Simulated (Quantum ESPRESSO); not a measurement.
# CdS (Hawleyite): Raman and infrared activity, part 3 of 3

Wanted: vibrational spectra of CdS (Hawleyite) from linear and non-linear response.

Quantum ESPRESSO 8.0 development, patched; DFT LDA, scalar-relativistic, plane waves, PseudoDojo norm-conserving pseudopotentials.

So far. Step 5 (Linear response at Γ): The acoustic modes at Γ come out as far as 0.7 cm⁻¹ from zero, where they should vanish, a small numerical error; the Born charges miss their sum rule by 0.027 e, which is fair. The relaxed cell has a = 5.760 Å (conventional setting).

## 6. Zone-centre analysis (continued)

Degenerate modes summed, no LO-TO term. Infrared lines, with heights relative to the strongest:

```tsv
position (cm⁻¹)	lines merged	label	IR intensity, relative
244	3	T2	100
```

Degenerate modes summed. Lines of the Raman spectrum (strongest = 100):

```tsv
position (cm⁻¹)	lines merged	label	Raman activity, relative
244	3	T2	100
```

Static dielectric tensor (ions relaxed, fixed cell):

```
10.71  0.00  0.00
 0.00 10.71  0.00
 0.00  0.00 10.71
```

The rule moves no optical mode by more than 0.1 cm⁻¹.

## 7. Sum rules set otherwise: a sum rule for molecules or wires on a crystal

This rule also removes rotations, which suits molecules and not a crystal; it is tried to see the harm.

File dynmat.in:

```
&input
   fildyn = 'g.dyn'
   asr = 'zero-dim'
   fileig = 'dynmat.eig'
   lperm = .true.
/
```

On the command line:

```sh
dynmat.x -in dynmat.in > dynmat.out
```

Log:

```text
[banner, memory and clock lines left out]
Program DYNMAT v.8.0dev

     Reading Dynamical Matrix from file g.dyn
     ...Force constants read
     ...epsilon and Z* read
     ...Raman cross sections read
     Warning: this looks like a crystal, not a molecule in a box: use asr = 'crystal'
     Acoustic Sum Rule: || Z*(ASR) - Z*(orig)|| =    3.290040E-02
     Acoustic Sum Rule: ||dyn(ASR) - dyn(orig)||=    3.176598E-01
     Message from routine dynmat:
     WARNING: the charges keep any dipole. Ignore the strengths of the modes set to zero; with q typed a rigid rotation may get a frequency
     A direction for q was not specified:TO-LO splitting will be absent

     Polarizability (A^3 units)
     multiply by 0.317973 for Clausius-Mossotti correction (not under assume_isolated = 'mt')
        24.460046    0.000000   -0.000000
        -0.000000   24.460046    0.000000
         0.000000    0.000000   24.460046

     IR activities are in (D/A)^2/amu units
     Raman activities are in A^4/amu units
     multiply Raman by 0.010223 for Clausius-Mossotti correction (not under assume_isolated = 'mt')

# mode   [cm-1]    [THz]      IR          Raman   depol.fact
    1     -0.00   -0.0000    0.7269         0.4138    0.7500
    2     -0.00   -0.0000    0.7268         0.4152    0.7500
    3     -0.00   -0.0000    0.0149         0.0075    0.7500
    4      0.00    0.0000    3.5144         1.9125    0.7500
    5      0.00    0.0000    3.7366         2.0335    0.7500
    6    243.89    7.3118    4.3598         2.3908    0.7500

Electronic dielectric permittivity tensor (relative, adimensional)
         7.434760    0.000000   -0.000000
        -0.000000    7.434760    0.000000
         0.000000    0.000000    7.434760

 ... with zone-center polar mode contributions
         8.525595   -1.090835   -1.090835
        -1.090835    8.525595    1.090835
        -1.090835    1.090835    8.525595
```

Wall time 0.69 s (1 thread of Intel Xeon at 2.70GHz, shared host).

The run ended normally, but on settings that are not sound.

The fault: a sum rule for molecules or wires on a crystal; 2 optical modes are projected out to zero frequency, as if they were rotations, and the static dielectric tensor is spoilt.

For a crystal the rule has to be 'simple' or 'crystal'.

Zone-centre frequencies as printed; negative means imaginary. Modes:

```tsv
mode	frequency (cm⁻¹)
1	0
2	0
3	0
4	0
5	0
6	243.9
```

## 8. The LO-TO splitting (1 0 0)

A longitudinal polar mode sets up a macroscopic field that stiffens it; the term hangs on the direction from which q goes to zero.

File dynmat.in:

```
&input
   fildyn = 'g.dyn'
   asr = 'simple'
   fileig = 'dynmat.eig'
   q(1) = 1.0
   q(2) = 0.0
   q(3) = 0.0
/
```

On the command line:

```sh
dynmat.x -in dynmat.in > dynmat.out
```

Log:

```text
[banner, memory and clock lines left out]
Program DYNMAT v.8.0dev

     Reading Dynamical Matrix from file g.dyn
     ...Force constants read
     ...epsilon and Z* read
     ...Raman cross sections read

     Polarizability (A^3 units)
     multiply by 0.317973 for Clausius-Mossotti correction (not under assume_isolated = 'mt')
        24.460046    0.000000   -0.000000
        -0.000000   24.460046    0.000000
         0.000000    0.000000   24.460046

     IR activities are in (D/A)^2/amu units
     Raman activities are in A^4/amu units
     multiply Raman by 0.010223 for Clausius-Mossotti correction (not under assume_isolated = 'mt')

# mode   [cm-1]    [THz]      IR          Raman   depol.fact
    1     -0.00   -0.0000    0.0000         0.0002    0.7500
    2      0.00    0.0000    0.0000         0.0002    0.7500
    3      0.00    0.0000    0.0000         0.0002    0.7500
    4    243.90    7.3118    4.3598         2.3908    0.7500
    5    243.90    7.3118    4.3598         2.3908    0.7500
    6    292.69    8.7746    4.3598         2.3908    0.7500
```

Run time: 0.75 s. Hardware: 1 thread.

This step gave:

| Item | Value |
| --- | --- |
| highest mode moved by the LO-TO term | 292.7 cm⁻¹ |

Zone-centre frequencies as printed; negative means imaginary. Modes:

```tsv
mode	frequency (cm⁻¹)
1	0
2	0
3	0
4	243.9
5	243.9
6	292.7
```

The field moves one mode, from 244 to 293 cm⁻¹; the others stay.

## 9. Outcome

```json
{
  "space group after relaxation": "F-43m",
  "volume per atom": "23.9 Å³",
  "gap on the k-mesh": "0.942 eV",
  "highest optical zone-centre mode (no LO-TO term)": "243.9 cm⁻¹",
  "highest mode moved by the LO-TO term (probably not converged in the k mesh)": "292.7 cm⁻¹",
  "mean high-frequency dielectric constant (probably not converged in the k mesh)": "7.43",
  "largest Born charge in size (third of the trace) (probably not converged in the k mesh)": "2.18 e",
  "mean static dielectric constant (probably not converged in the k mesh)": "10.7",
  "imaginary optical modes at the zone centre (no q mesh in this session)": "none"
}
```

In words: The largest Raman activity of CdS (Hawleyite) lies at 244 cm⁻¹ and the strongest infrared line at 244 cm⁻¹ (transverse modes). At the LDA level the optical modes of CdS (Hawleyite) at the zone centre (no LO-TO term) lie at 244 cm⁻¹. Along the directions run, the highest mode that the macroscopic field moves lies at 293 cm⁻¹. Lattice motion raises the mean dielectric constant from 7.435 to 10.71. The Raman intensities rest on static tensors of the transverse modes; green light lies near or above this gap, where resonance changes them. ε∞, the Born charges and what follows from them are probably not converged in the k mesh. The Lyddane-Sachs-Teller relation holds: (ωLO/ωTO)² is 1.44 and ε₀/ε∞ is 1.44. These are harmonic frequencies at zero temperature: anharmonic shifts and linewidths and thermal expansion are left out. The build is a development version in which the Raman tensors of release 7.5 are mended; dynmat.x leaves out the electro-optic term of LO lines.

[Host names and launcher messages were left out of these logs when they were recorded.]

[Logs are printed without paths, hosts, clocks, repeated set-up lines and the standing remarks that a program may print on its own settings, such as how far it seeks lower states.]

[Hosts, paths, dates, database ids (printed as entryN), source tags and the programs' standing remarks are cut or masked in the printed files.]
